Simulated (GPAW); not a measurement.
# SnSeS (P3m1): G0W0 with GPAW, start to end

Wanted: ground state, empty states, screening and self-energy for SnSeS (P3m1).

Main program and level: GPAW 26.7.0; LDA and many-body steps on it, plane waves.

Most raw output is cut from this account.

## (1) Set-up

It takes space group P3m1 (No. 156, trigonal). The conventional cell has a = 3.760 Å, b = 3.760 Å, c = 6.364 Å, α = 90.00°, β = 90.00°, γ = 120.00°. Sn has 3 S at 2.61 Å and 3 Se at 2.69 Å nearest. Nearest to Se lie 3 Sn at 2.69 Å. S has 3 Sn at 2.61 Å nearest. Farther neighbours and most contacts between anions are not listed.

Coordinates:

```
Sn Se S
1.0
     3.76020    0.00000    0.00000
    -1.88010    3.25643    0.00000
     0.00000    0.00000    6.36403
Sn Se S
1 1 1
Cartesian
  0.0000 2.1710 0.0487
  0.0000 0.0000 4.8221
  1.8801 1.0855 1.4933
```

The cell and positions are those that the Materials Project relaxed with its own functionals (PBE, PBE+U or r2SCAN), kept fixed.

## (2) Ground state

This step: GPAW 26.7.0; DFT, LDA, plane waves, PAW.

The ground-state density comes first.

File run.py:

```python
import json
import numpy as np
from gpaw.mpi import world
from ase import Atoms
from gpaw import GPAW, PW, FermiDirac

atoms = Atoms(['Sn', 'Se', 'S'],
    cell=[[3.7602027100, 0.0000000000, 0.0000000000],
      [-1.8801013550, 3.2564310702, 0.0000000000],
      [0.0000000000, 0.0000000000, 6.3640250100]],
    scaled_positions=[[0.3333333333, 0.6666666667, 0.0076460600],
      [0.0000000000, 0.0000000000, 0.7577104000],
      [0.6666666667, 0.3333333333, 0.2346445400]],
    pbc=(True, True, True))
calc = GPAW(mode=PW(450),
    xc='LDA',
    kpts={'size': (6, 6, 4), 'gamma': True},
    occupations=FermiDirac(0.001),
    nbands=-7,
    convergence={'density': 1e-6, 'bands': -3},
    maxiter=100,
    txt='gs.txt')
atoms.calc = calc
res = {'energy': atoms.get_potential_energy()}
kpts = calc.get_ibz_k_points()
res['kpts'] = kpts
res['eigenvalues'] = [calc.get_eigenvalues(kpt=k) for k in range(len(kpts))]
res['n_electrons'] = calc.get_number_of_electrons()
calc.write('gs.gpw')

if world.rank == 0:
    with open('result.json', 'w') as f:
        json.dump(res, f, default=lambda x: x.tolist())
```

Launch:

```sh
mpirun -n 4 gpaw python run.py
```

The job ended after 5.7 s (4 MPI ranks of Arm Neoverse V1, shared host; peak memory 0.65 GiB).

This step gave:

- total energy: -14.51 eV
- gap: 0.8516 eV
- k of the valence top: 0, 0, 0.5
- k of the conduction bottom: 0.5, 0.5, 0.5
- least direct gap: 1.182 eV

The gap is indirect, with the least direct gap 0.33 eV higher.

## (3) Empty states on the mesh, 3×3×2 mesh, 102 bands

The sums over transitions need many empty states on a uniform mesh; this step solves for them.

File run.py:

```python
import json
import numpy as np
from gpaw.mpi import world
from gpaw import GPAW

calc = GPAW('gs.gpw').fixed_density(kpts={'size': (3, 3, 2), 'gamma': True},
    nbands=119,
    convergence={'bands': 102},
    txt='nscf.txt')
calc.write('full.gpw', mode='all')
res = {}
kpts = calc.get_ibz_k_points()
res['kpts'] = kpts
res['eigenvalues'] = [calc.get_eigenvalues(kpt=k) for k in range(len(kpts))]
res['n_electrons'] = calc.get_number_of_electrons()

if world.rank == 0:
    with open('result.json', 'w') as f:
        json.dump(res, f, default=lambda x: x.tolist())
```

Launch:

```sh
mpirun -n 4 gpaw python run.py
```

Wall time 12 s (4 MPI ranks); peak memory 0.67 GiB.

This step gave:

```yaml
gap: 1.134 eV
k_of_the_valence_top: 0, 0, 0.5
k_of_the_conduction_bottom: 0, 0, 0
least_direct_gap: 1.182 eV
k_points_computed: 6
lowest_point_of_the_top_converged_band_above_the_valence_top: 55.5040 eV
```

On this mesh the gap is 1.134 eV. The earlier step found 0.852 eV, so this mesh misses an edge.

## (4) Screening and self-energy, 3×3×2 mesh, 92 bands, screening to 65 eV

Now the one-shot GW correction: screening in the RPA, then the self-energy of the levels asked for.

This step: G0W0 on LDA, plane waves, PAW.

File run.py:

```python
import json
import numpy as np
from gpaw.mpi import world
from gpaw.response.g0w0 import G0W0

gw = G0W0('full.gpw',
    filename='gw',
    kpts=[0, 1],
    bands=(11, 15),
    ecut=65,
    nbands=92,
    integrate_gamma='WS',
    ppa=True)
gw.calculate()
res = {mode: {k: v for k, v in r.items() if k != 'sigma_eskwn'}
       for mode, r in gw.all_results.items()}

if world.rank == 0:
    with open('result.json', 'w') as f:
        json.dump(res, f, default=lambda x: x.tolist())
```

Launch:

```sh
mpirun -n 4 gpaw python run.py
```

Run time: 9.2 s. Hardware: 4 MPI ranks; peak memory 1.2 GiB.

This step gave:

| Property | Result |
| --- | --- |
| G0W0 gap on the points computed | 2.036 eV |
| least direct G0W0 gap on the computed points | 2.089 eV |
| Z at the valence top | 0.7751 |
| Z at the conduction bottom | 0.7971 |
| starting gap on the mesh | 1.134 eV |
| k of the valence top | 0, 0, 0.5 |
| k of the conduction bottom | 0, 0, 0 |

The gap on the mesh goes from 1.13 eV to 2.04 eV, a correction of +0.90 eV. The start differs from the 0.85 eV found before because the two sample other k points.

Limits: finite bands, cutoff and mesh; no spin-orbit coupling; coarse k mesh. v1 is the top filled band, c1 the lowest empty one. The levels before and after the correction (eV, zero at the valence-band top of each column):

|  | conduction bottom | valence top |
| --- | --- | --- |
| Kohn-Sham | 1.13 | 0.00 |
| G0W0 | 2.04 | 0.00 |

|  | level | energy (eV) |
| --- | --- | --- |
| Kohn-Sham | Γ v2-v1 | -0.048 |
| Kohn-Sham | Γ c1 | 1.134 |
| Kohn-Sham | Γ c2 | 3.123 |
| Kohn-Sham | (0 0 0.5) v2-v1 | 0.000 |
| Kohn-Sham | (0 0 0.5) c1 | 2.205 |
| Kohn-Sham | (0 0 0.5) c2 | 3.144 |
| G0W0 | Γ v2-v1 | -0.052 |
| G0W0 | Γ c1 | 2.036 |
| G0W0 | Γ c2 | 3.911 |
| G0W0 | (0 0 0.5) v2-v1 | 0.000 |
| G0W0 | (0 0 0.5) c1 | 3.199 |
| G0W0 | (0 0 0.5) c2 | 3.973 |

## (5) Where the time went

Times are wall times on 4 MPI ranks of Arm Neoverse V1, shared host, good to a factor of about two.

| step | time | share | memory (GiB) |
| --- | --- | --- | --- |
| ground state | 5.7 s | 21 % | 0.65 |
| empty states on the mesh | 12 s | 45 % | 0.67 |
| screening and self-energy | 9.2 s | 34 % | 1.2 |

## (6) Results

| Property | Result |
| --- | --- |
| LDA gap | 0.85 eV, indirect |
| G0W0 gap on the mesh | 2.04 eV |
| G0W0 gap over the zone (rigid shift) | 1.75 eV |
| GW settings | 3×3×2 mesh, 92 bands, screening to 65 eV, Godby-Needs plasmon pole |
| known limits | not at the basis limit; no spin-orbit coupling; coarse k mesh |

G0W0 moves the gap on the mesh from 1.13 eV to 2.04 eV (+0.90 eV), with Z of 0.78 and 0.80 at the edges. The mesh misses the band edges by 0.28 eV in all; a rigid shift gives 1.75 eV for the zone. Only 2 of the mesh's irreducible points were corrected, so a valley elsewhere could overtake. Bands and cutoff are finite, so the gap is not at the basis limit. The miss can reach some tenths of an eV and take either sign; the mesh is an error of its own. These stock PAW sets were not made for GW; the filled d or f shell of Se lies in the frozen core, which bears on start and correction. In the G0W0 run levels were corrected at 2 k points alone, so a gap called «on the mesh» is the least over those, and an edge elsewhere would be missed. A denser mesh or path gives a starting gap of 0.85 eV: the GW mesh misses a band edge, so its gaps are not the fundamental one. The 3×3×2 mesh is coarse for this cell, which bears on the long-range parts of exchange and screening. The many-body steps are scalar-relativistic: spin-orbit coupling is not in them.

[Paths, hosts, dates, memory and timing lines, banners, echoed tables and standing remarks are left out of the program output.]

[Logs are printed without paths, hosts, clocks, repeated set-up lines and the standing remarks that a program may print on its own settings, such as how far it seeks lower states.]

[Runs of the session that timed out or met a known fault of the program may be left out.]

[Hosts, paths, dates, database ids (printed as entryN), source tags and the programs' standing remarks are cut or masked in the printed files.]
